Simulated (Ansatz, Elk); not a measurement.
# How far do independent atoms describe Na2GaF4?

Structure refinements treat a crystal as free atoms side by side. For a made-up structure of Na2GaF4 (cell and positions from a PBEsol relaxation) the runs below show what the calculated density changes in F(hkl).

Program: Elk 11.2.3 (patched build). Level of theory: DFT, PBE, all-electron APW+lo, Dirac cores, scalar-relativistic bands, static density, no spin. Results are calculated unless marked as measured.

The structure was built from a prototype and need not be the compound's stable phase.

## 1. The structure

It takes space group I4/mmm (No. 139, tetragonal). Conventional cell: a = 4.140 Å, b = 4.140 Å, c = 11.922 Å, α = 90.00°, β = 90.00°, γ = 90.00°. Ga has 6 F at 2.04 to 2.07 Å nearest. Nearest to Na lie 5 F at 2.18 to 2.70 Å. Nearest to F lie 2 Ga at 2.07 Å and 4 Na at 2.70 Å. Nearest to F lie 1 Ga at 2.04 Å and 1 Na at 2.18 Å. Farther neighbours and most contacts between anions are not listed.

## 2. Ground state and structure factors

An all-electron density is needed, since X-rays see the cores too. Task 0 finds the density and task 195 Fourier-transforms it; tshift is off so that phases refer to the origin typed.

Contents of elk.in:

```
tasks
  0
  195

xctype
  20

spinpol
  .false.

rgkmax
  7.0

gmaxvr
  14.0

lmaxo
  7

lmaxapw
  8

swidth
  0.002

tshift
  .false.

ramdisk
  .false.

hmaxvr
  5.5

maxscl
  120

epspot
  1e-06

sppath
  './'

avec
  -3.91194060088 3.91194060088 11.26499015162
  3.91194060088 -3.91194060088 11.26499015162
  3.91194060088 3.91194060088 -11.26499015162

atoms
  3
  'Ga.in'
  1
  0.0000000000 0.0000000000 0.0000000000   0.000000 0.000000 0.000000
  'Na.in'
  2
  0.6455938960 0.6455938960 -0.0000000000   0.000000 0.000000 0.000000
  0.3544061040 0.3544061040 -0.0000000000   0.000000 0.000000 0.000000
  'F.in'
  4
  0.0000000000 0.5000000000 0.5000000000   0.000000 0.000000 0.000000
  0.5000000000 0.0000000000 0.5000000000   0.000000 0.000000 0.000000
  0.8286579039 0.8286579039 -0.0000000000   0.000000 0.000000 0.000000
  0.1713420961 0.1713420961 -0.0000000000   0.000000 0.000000 0.000000

ngridk
  8 8 8
```

Command:

```console
> OMP_NUM_THREADS=4 elk
```

Numbers of over 12 decimals in the logs are rounded to 6 here.

What it wrote:

```text
┌─────────────────────────┐
│ Elk code version 11.2.3 │
└─────────────────────────┘

All units are atomic (Hartree, Bohr, etc.)

┌─────────────────────────────────────────────────┐
│ Ground-state run starting from atomic densities │
└─────────────────────────────────────────────────┘

Lattice vectors :
  -3.911940601       3.911940601       11.26499015
   3.911940601      -3.911940601       11.26499015
   3.911940601       3.911940601      -11.26499015

Reciprocal lattice vectors :
  0.1173416771E-16  0.8030778005      0.2788810830
  0.8030778005      0.1173416771E-16  0.2788810830
  0.8030778005      0.8030778005      0.4029053485E-17

Unit cell volume      :    689.5651608
Brillouin zone volume :   0.3597197590

Muffin-tin inner radius fraction :   0.1000000000E-01

Nuclei treated as point charges

Species : 1 (Ga)
 parameters loaded from : Ga.in
 name : gallium
 nuclear charge    :   -31.00000000
 electronic charge :    31.00000000
 atomic mass :    127097.2539
 muffin-tin radius :    2.078364027
 number of radial points in muffin-tin :    993
 inner part over the whole radius :   0.9904425035E-02
 number on inner part of muffin-tin    :    699
 approximate nuclear radius :   0.7562051033E-04
 number of mesh points to nuclear radius :    342
 atomic positions (lattice), magnetic fields (Cartesian) :
  1 :   0.00000000  0.00000000  0.00000000    0.00000000  0.00000000  0.00000000

Species : 2 (Na)
 parameters loaded from : Na.in
 name : sodium
 nuclear charge    :   -11.00000000
 electronic charge :    11.00000000
 atomic mass :    41907.78703
 muffin-tin radius :    2.200000000
 number of radial points in muffin-tin :    793
 inner part over the whole radius :   0.9883648912E-02
 number on inner part of muffin-tin    :    551
 approximate nuclear radius :   0.5574345702E-04
 number of mesh points to nuclear radius :    238
 atomic positions (lattice), magnetic fields (Cartesian) :
  1 :  -0.35440610 -0.35440610  0.00000000    0.00000000  0.00000000  0.00000000
  2 :   0.35440610  0.35440610  0.00000000    0.00000000  0.00000000  0.00000000

Species : 3 (F)
 parameters loaded from : F.in
 name : fluorine
 nuclear charge    :   -9.000000000
 electronic charge :    9.000000000
 atomic mass :    34631.97045
 muffin-tin radius :    1.731970023
 number of radial points in muffin-tin :    593
 inner part over the whole radius :   0.9895270791E-02
 number on inner part of muffin-tin    :    408
 approximate nuclear radius :   0.5278478738E-04
 number of mesh points to nuclear radius :    176
 atomic positions (lattice), magnetic fields (Cartesian) :
  1 :   0.00000000  0.50000000  0.50000000    0.00000000  0.00000000  0.00000000
  2 :   0.50000000  0.00000000  0.50000000    0.00000000  0.00000000  0.00000000
  3 :  -0.17134210 -0.17134210  0.00000000    0.00000000  0.00000000  0.00000000
  4 :   0.17134210  0.17134210  0.00000000    0.00000000  0.00000000  0.00000000

Total number of atoms per unit cell :    7
Total muffin-tin volume :    213.8603454
 ratio of muffin-tin to unit cell volume :   0.3101379791

Spin treatment :
 spin-unpolarised

Number of Bravais lattice symmetries :   16
Number of crystal symmetries         :   16
Crystal has inversion symmetry
Real symmetric eigensolver will be used

k-point grid :      8     8     8
k-point offset :    0.000000000       0.000000000       0.000000000
k-point set is reduced with full crystal symmetry group
Total number of k-points :       59

Muffin-tin radius times maximum |G+k| :    7.000000000
 using average radius
Maximum |G+k| for APW functions       :    3.655013258
Maximum (1/2)|G+k|²                   :    6.679560960
Maximum |G| for potential and density :    14.00000000
Constant for pseudocharge density :    8
 order of it for each species :   15  15  15
 order of it for pair densities of each species (exact exchange by exxq0 0: 16) :   12  13   7
Radial integration step length :    1

G-vector grid sizes :     56    56    56
Number of G-vectors :    31955

[...]
exchange                    :     -143.40481242235
 correlation                 :     -3.535576
 electron entropic           :    -0.36282817282467E-03
 total energy                :     -2669.7526703587

Density of states at Fermi energy :    28.39654954
 (states/Hartree/unit cell)

Estimated indirect band gap :   0.1050440846E-02
 from k-point 48 to k-point 8
Estimated direct band gap   :   0.9536084867E-01
 at k-point 49

Charges :
 core                        :    30.00000000
 valence                     :    59.00000000
 interstitial                :    5.312813251
 muffin-tins (core leakage)
  species : 1 (Ga)
[...]
species : 2 (Na)
[...]
species : 3 (F)
[...]
total in muffin-tins        :    83.68718675
 total calculated charge     :    88.99454270
 total charge                :    89.00000000
 error                       :   0.5457299489E-02

RMS change in Kohn-Sham potential (target) :   0.9929849340     (  0.1000000000E-05)
Absolute change in total energy (target)   :   0.4250653859     (  0.1000000000E-03)

[... loops 3 to 13 left out ...]

┌──────────────────┐
│ Loop number : 14 │
└──────────────────┘

Energies :
 Fermi                       :     0.123718
 sum of occupied eigenvalues :     -1489.1560044011
 electron kinetic            :      2707.2659157809
 core electron kinetic       :      2371.5891343940
 Coulomb                     :     -5229.9189446876
 Coulomb potential           :     -4007.2042441784
 nuclear-nuclear             :     -357.23425403064
 electron-nuclear            :     -5748.0258241807
 Hartree                     :      875.34113352375
 Madelung                    :     -3226.3168225983
 xc potential                :     -189.21767600358
 exchange                    :     -142.63225467412
 correlation                 :     -3.531249
 electron entropic           :    -0.34823105067238E-03
 total energy                :     -2668.8168811521

Density of states at Fermi energy :    27.22954813
 (states/Hartree/unit cell)

Estimated indirect band gap :   0.6028213180E-03
 from k-point 48 to k-point 8
Estimated direct band gap   :   0.9553219499E-01
 at k-point 49

Charges :
 core                        :    30.00000000
 valence                     :    59.00000000
 interstitial                :    5.935935229
 muffin-tins (core leakage)
  species : 1 (Ga)
[...]
species : 2 (Na)
[...]
species : 3 (F)
[...]
total in muffin-tins        :    83.06406477
 total calculated charge     :    88.99466131
 total charge                :    89.00000000
 error                       :   0.5338693742E-02

RMS change in Kohn-Sham potential (target) :   0.8480180679E-06 (  0.1000000000E-05)
Absolute change in total energy (target)   :   0.7531736583E-04 (  0.1000000000E-03)

Convergence targets achieved

┌──────────────────┐
│ Loop number : 15 │
└──────────────────┘

Energies :
 Fermi                       :     0.123718
 sum of occupied eigenvalues :     -1489.1560091209
 electron kinetic            :      2707.2659132541
 core electron kinetic       :      2371.5891322353
 Coulomb                     :     -5229.9189420281
 Coulomb potential           :     -4007.2042432105
 nuclear-nuclear             :     -357.23425403064
 electron-nuclear            :     -5748.0258198299
 Hartree                     :      875.34113183244
 Madelung                    :     -3226.3168204228
 xc potential                :     -189.21767916442
 exchange                    :     -142.63225464951
 correlation                 :     -3.531249
 electron entropic           :    -0.34823108106517E-03
 total energy                :     -2668.8168809952

Density of states at Fermi energy :    27.22955030
 (states/Hartree/unit cell)

Estimated indirect band gap :   0.6028209929E-03
 from k-point 48 to k-point 8
Estimated direct band gap   :   0.9553215763E-01
 at k-point 49

Charges :
 core                        :    30.00000000
 valence                     :    59.00000000
 interstitial                :    5.935934779
 muffin-tins (core leakage)
  species : 1 (Ga)
[...]
species : 2 (Na)
[...]
species : 3 (F)
[...]
atom 2                    :    8.537806332     ( -0.2829088319E-06)
   atom 3                    :    8.525995687     ( -0.2829108112E-06)
   atom 4                    :    8.525995687     ( -0.2829108112E-06)
 total in muffin-tins        :    83.06406522
 total calculated charge     :    88.99466131
 total charge                :    89.00000000
 error                       :   0.5338694406E-02

┌──────────────────────────────┐
│ Self-consistent loop stopped │
└──────────────────────────────┘

Warning : core states of species 1 leak from the muffin-tin :   0.4025506556E-02

Wrote STATE.OUT
```

It took 53 s on 4 threads of Intel Xeon Platinum 8488C (Sapphire Rapids), shared host; peak memory 0.27 GiB.

SFACRHO.OUT:

```text

h k l indices transformed by vhmat matrix:
   1.000000000       0.000000000       0.000000000    
   0.000000000       1.000000000       0.000000000    
   0.000000000       0.000000000       1.000000000    

      h      k      l  multipl.   |H|            Re(F)            Im(F)           |F|

      0      0      0      1   0.0000000       89.000005      0.49310316E-16   89.000005    
      1      1     -1      2  0.55776217       31.753377      -0.0000000       31.753377    
      0     -1      1      8  0.85012270       23.918501     -0.59810244E-15   23.918501    
     -2     -2      2      2   1.1155243       19.844931      0.47848195E-14   19.844931    
      1     -1      0      4   1.1357235       43.443677     -0.17206294E-16   43.443677    
      2      1     -2      8   1.1597008       27.064766     -0.91958250E-14   27.064766    
     -1     -1      2      8   1.2652931      -1.0153060      0.53829219E-14   1.0153060    
      2      2     -3      8   1.5919367      -7.0768502     -0.59810244E-14   7.0768502    
      1     -1     -1      4   1.6061556       63.231293      0.15656905E-14   63.231293    
      3      2     -2      8   1.6091303       33.106645      0.59810244E-14   33.106645    
     -3     -3      3      2   1.6732865       57.112739     -0.14503984E-13   57.112739    
      2      0      0      8   1.7002454       24.350569     -0.35886146E-14   24.350569    
     -2      1      1     16   1.8172629       18.740635     -0.35886146E-14   18.740635    
      3      1     -3      8   1.9555384       15.816107     -0.29905122E-14   15.816107    
     -3      0      2     16   1.9810708       24.049854      0.10317267E-13   24.049854    
     -2     -4      3      8   2.0223144       30.663713     -0.35886146E-14   30.663713    
     -3     -4      3      8   2.1108984       10.755782     -0.16148766E-13   10.755782    
     -4     -4      4      2   2.2310487       29.573346      0.11363946E-13   29.573346
```

Elk indexes on the primitive cell of elk.in and gives |H| = 4π sin θ/λ in inverse bohr. Below, one row stands for each form hkl of the conventional cell (m members, Friedel mates merged), F is for one primitive cell and the density is static (no thermal factor). Free-atom factors are Waasmaier and Kirfel's, and R is Σm||F|−|F'||/Σm|F|.

| hkl | m | sin θ/λ (Å⁻¹) | abs F, DFT | neutral atoms | diff. |
| --- | --- | --- | --- | --- | --- |
| 002 | 2 | 0.084 | 31.753 | 31.792 | -0.039 |
| 101 | 8 | 0.128 | 23.919 | 23.738 | +0.181 |
| 004 | 2 | 0.168 | 19.845 | 19.629 | +0.216 |
| 110 | 4 | 0.171 | 43.444 | 43.467 | -0.023 |
| 103 | 8 | 0.174 | 27.065 | 27.636 | -0.572 |
| 112 | 8 | 0.190 | 1.015 | 0.381 | +0.635 |
| 114 | 8 | 0.239 | 7.077 | 6.788 | +0.289 |
| 200 | 4 | 0.241 | 63.231 | 62.948 | +0.284 |
| 105 | 8 | 0.242 | 33.107 | 33.039 | +0.067 |
| 006 | 2 | 0.252 | 57.113 | 56.898 | +0.215 |
| 202 | 8 | 0.256 | 24.351 | 24.317 | +0.034 |
| 211 | 16 | 0.273 | 18.741 | 18.706 | +0.035 |
| 204 | 8 | 0.294 | 15.816 | 15.805 | +0.011 |
| 213 | 16 | 0.298 | 24.050 | 24.183 | -0.133 |
| 116 | 8 | 0.304 | 30.664 | 30.762 | -0.098 |
| 107 | 8 | 0.317 | 10.756 | 10.761 | -0.005 |
| 008 | 2 | 0.336 | 29.573 | 29.648 | -0.075 |
| 220 | 4 | 0.342 | 50.444 | 50.521 | -0.077 |

## 3. The highest occupied states alone

An energy window below the Fermi level keeps the highest occupied states, to see at which angles they scatter; shallow core shells can lie inside it and anion s states outside. No new self-consistency is needed.

elk.in: that of step 2 with these lines changed.

```diff
@@ -1,3 +1,2 @@
 tasks
-  0
   195
@@ -40,2 +39,5 @@
 
+wsfac
+  -0.243780 0.423720
+
 sppath
```

Command:

```console
> OMP_NUM_THREADS=4 elk
```

What it wrote:

```text
┌─────────────────────────────────┐
│ Elk code version 11.2.3 started │
└─────────────────────────────────┘

Info(readinput): the functional depends on the density's gradient
 muffin-tin radial points multiplied by    2.00000
 (not where nrmtscf is given)

┌────────────────────┐
│ Current task : 195 │
└────────────────────┘
Info(checkmt): changed muffin-tin radius of species 1 (Ga) from   2.4000 to   2.0784
Info(checkmt): changed muffin-tin radius of species 3 (F) from   2.0000 to   1.7320

Info(sfacrho): density structure factors written to SFACRHO.OUT

 Energy window :  -0.2437800000      0.4237200000

┌──────────────────┐
│ Elk code stopped │
└──────────────────┘
```

It took 6.7 s on 4 threads; peak memory 0.18 GiB; 9 s of CPU time.

States within 10 eV below the Fermi level hold 24.09 electrons; any levels below the window count with the cores, and a count that is not whole means the window cuts a band. Their amplitudes can exceed the total, where window and core parts have opposite phase:

| hkl | sin θ/λ (Å⁻¹) | abs F, window | abs F, all |
| --- | --- | --- | --- |
| 002 | 0.084 | 5.194 | 31.753 |
| 101 | 0.128 | 4.994 | 23.919 |
| 004 | 0.168 | 4.956 | 19.845 |
| 110 | 0.171 | 0.783 | 43.444 |
| 103 | 0.174 | 7.337 | 27.065 |
| 112 | 0.190 | 10.674 | 1.015 |
| 114 | 0.239 | 7.775 | 7.077 |
| 200 | 0.241 | 11.716 | 63.231 |
| 105 | 0.242 | 3.851 | 33.107 |
| 006 | 0.252 | 10.978 | 57.113 |

## 4. Another functional

The difference from free atoms is small, so it is set against the change that LDA (Perdew-Wang) makes.

elk.in: that of step 3 with these lines changed.

```diff
@@ -1,2 +1,3 @@
 tasks
+  0
   195
@@ -4,3 +5,3 @@
 xctype
-  20
+  3
 
@@ -39,5 +40,2 @@
 
-wsfac
-  -0.243780 0.423720
-
 sppath
```

Command:

```console
> OMP_NUM_THREADS=4 elk
```

What it wrote:

```text
┌─────────────────────────┐
│ Elk code version 11.2.3 │
└─────────────────────────┘

All units are atomic (Hartree, Bohr, etc.)

┌─────────────────────────────────────────────────┐
│ Ground-state run starting from atomic densities │
└─────────────────────────────────────────────────┘

Lattice vectors :
  -3.911940601       3.911940601       11.26499015
   3.911940601      -3.911940601       11.26499015
   3.911940601       3.911940601      -11.26499015

Reciprocal lattice vectors :
  0.1173416771E-16  0.8030778005      0.2788810830
[...]
species : 1 (Ga)
[...]
species : 2 (Na)
[...]
species : 3 (F)
[...]
atom 3                    :    8.496406627     ( -0.4548794831E-05)
   atom 4                    :    8.496406627     ( -0.4548794831E-05)
 total in muffin-tins        :    82.96169057
 total calculated charge     :    88.99455711
 total charge                :    89.00000000
 error                       :   0.5442891816E-02

┌──────────────────────────────┐
│ Self-consistent loop stopped │
└──────────────────────────────┘

Warning : core states of species 1 leak from the muffin-tin :   0.4148783017E-02

Wrote STATE.OUT
[key lines of the parts left out:]
total energy                :     -2662.4316787901
```

Run time: 43 s. Hardware: 4 threads; peak memory 0.25 GiB; 2.3 min of CPU time.

Against the first run R = 0.08 %; the largest change is -0.121 at 200.

## 5. A coarser k-mesh

About half the k-points along each axis test the sampling.

elk.in: that of step 4 with these lines changed.

```diff
@@ -5,3 +5,3 @@
 xctype
-  3
+  20
 
@@ -65,2 +65,2 @@
 ngridk
-  8 8 8
+  4 4 4
```

Command:

```console
> OMP_NUM_THREADS=4 elk
```

What it wrote:

```text
┌─────────────────────────┐
│ Elk code version 11.2.3 │
└─────────────────────────┘

All units are atomic (Hartree, Bohr, etc.)

┌─────────────────────────────────────────────────┐
│ Ground-state run starting from atomic densities │
└─────────────────────────────────────────────────┘

Lattice vectors :
  -3.911940601       3.911940601       11.26499015
   3.911940601      -3.911940601       11.26499015
   3.911940601       3.911940601      -11.26499015

Reciprocal lattice vectors :
  0.1173416771E-16  0.8030778005      0.2788810830
[...]
species : 1 (Ga)
[...]
species : 2 (Na)
[...]
species : 3 (F)
[...]
atom 3                    :    8.525864700     ( -0.2829108365E-06)
   atom 4                    :    8.525864700     ( -0.2829108365E-06)
 total in muffin-tins        :    83.06130227
 total calculated charge     :    88.99466341
 total charge                :    89.00000000
 error                       :   0.5336594907E-02

┌──────────────────────────────┐
│ Self-consistent loop stopped │
└──────────────────────────────┘

Warning : core states of species 1 leak from the muffin-tin :   0.4024428578E-02

Wrote STATE.OUT
[key lines of the parts left out:]
total energy                :     -2668.8178109794
```

It took 29 s on 4 threads; peak memory 0.24 GiB; 66 s of CPU time.

Against the first run R = 0.00 %; the largest change is -0.003 at 200.

## 6. Settings against the effect

| run | R against the first run (%) | R against neutral atoms, low angle (%) | wall time |
| --- | --- | --- | --- |
| PBE, rgkmax 7 | 0.00 | 0.80 | 53 s |
| LDA (Perdew-Wang) | 0.08 | 0.68 | 43 s |
| k-mesh 4×4×4 | 0.00 | 0.80 | 29 s |

## 7. Outcome

| Item | Value |
| --- | --- |
| R against neutral atoms, sin θ/λ < 0.3 Å⁻¹ | 0.80 % |
| R against neutral atoms, 0.3 to 0.77 Å⁻¹ | 0.29 % |

Independent neutral atoms miss the calculated amplitudes by R = 0.80 % below 0.3 Å⁻¹ and 0.29 % from there to 0.77 Å⁻¹; by shells, 0.60 % below 0.15 Å⁻¹ (2 forms), 0.83 % 0.15 to 0.3 (12 forms), 0.24 % 0.3 to 0.45 (21 forms), 0.30 % above 0.45 (114 forms). Bonding, aspherical density and the tables' own atoms all enter these figures, and the runs don't part them. The largest change of an amplitude is +0.63 electrons, at 112. Weak lines can change much in proportion: 112 goes from 0.38 to 1.02. The window's part falls from 24.1 electrons at the origin to at most 3.50 between 0.45 and 0.77 Å⁻¹, where compact states inside the window still scatter. Below 0.3 Å⁻¹ the changes that finished (LDA (Perdew-Wang) and k-mesh 4×4×4) move F by R = 0.14 % at most, against the 0.80 % that separates it from free atoms. The basis has no finished test. The electron count is odd, so without spin the run is a metal by force. Part of the difference isn't bonding: the tables are fits to free atoms and ions calculated by other methods than this functional. Thermal motion, anomalous dispersion and extinction are left out.

[Logs are printed without paths, hosts, clocks, repeated set-up lines and the standing remarks that a program may print on its own settings, such as how far it seeks lower states.]

[Hosts, paths, dates, database ids (printed as entryN), source tags and the programs' standing remarks are cut or masked in the printed files.]
